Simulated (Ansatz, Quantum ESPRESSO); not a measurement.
## HfO2 (tetragonal): bulk modulus from a few volumes

How stiff is tetragonal HfO2 under hydrostatic load? Each row relaxes cell and atoms at a set pressure. The symmetry of the cell is held, so distortions that would lower it, which this phase may prefer, aren't tested. The phase is followed to these pressures whether or not it stays the stable one.

Calculated with Quantum ESPRESSO 7.5, PBEsol, PseudoDojo 0.4.1 norm-conserving potentials, cutoff 1170 eV, Fermi–Dirac smearing 0.02 eV, k-mesh 8×8×6, no spin polarisation, no spin-orbit coupling.

Reference cell, relaxed at zero pressure with PBEsol (P4_2/nmc): a = 3.5521 Å, b = 3.5521 Å, c = 5.1490 Å, α = 90.00°, β = 90.00°, γ = 90.00°.

```
atom       x       y       z
  Hf  0.0000  0.0000  0.0000
  Hf  0.5000  0.5000  0.5000
   O  0.0000  0.5000  0.1990
   O  0.0000  0.5000  0.6990
   O  0.5000  0.0000  0.3010
   O  0.5000  0.0000  0.8010
```

```
V (Å³/atom)    V/V0  P (GPa)  E − E0 (meV/atom)
    11.0664  1.0220   −3.989                3.0
    10.5730  0.9764    4.989                3.9
    10.3515  0.9560    9.994               14.2
     9.9804  0.9217   19.990               48.6
     9.6744  0.8935   29.983               96.1
```

V0 = 10.8281 Å³ an atom, where the residual pressure P0 is +0.003 GPa. **Question.** Fit the Birch–Murnaghan law and give the pressure and the energy at V = 10.1560 Å³ an atom, a row left out above.

With the Eulerian strain f = ½[(V0/V)^(2/3) − 1] and F = (P − P0)/[3f(1 + 2f)^(5/2)], the third-order law is the line F = B0 + (3/2) B0 (B′ − 4) f.

```
       f  F (GPa)
 0.03900   212.37
 0.02793   208.26
 0.01523   202.84
 0.00801   199.40
−0.00720   191.54
```

A straight line through the 5 rows: the means are 0.01659 for f and 202.88 for F, Σ(Δx)² = 0.001272 and ΣΔxΔy = 0.5734, so the slope is 0.5734/0.001272 = 450.68 and the intercept 202.88 − (450.68)(0.01659) = 195.4.

Hence B0 = 195.4 GPa and B′ = 4 + (450.7)/(1.5 × 195.4) = 5.54. For the withheld volume f = 0.02182, F = 205.24 GPa and P = 14.95 GPa. The run itself gives 14.99 GPa, so the estimate misses by 0.04 GPa; the fitted rows themselves lie up to 0.09 GPa off the law.

Integrating the same law gives E − E0 = (9/2) B0 V0 f²[1 + (B′ − 4) f] + P0(V0 − V), with 1 GPa Å³ = 6.2415 meV: 29.3 meV an atom. The run itself gives 29.4 meV, so the estimate misses by 0.1 meV, a rounding's worth.

The same fit over all rows at other levels or in other programs gives B0 = 195 GPa with PBEsol (Ansatz) and 200 GPa with PBEsol (Quantum ESPRESSO, GBRV).

[Logs are printed without paths, hosts, clocks, repeated set-up lines and the standing remarks that a program may print on its own settings, such as how far it seeks lower states.]
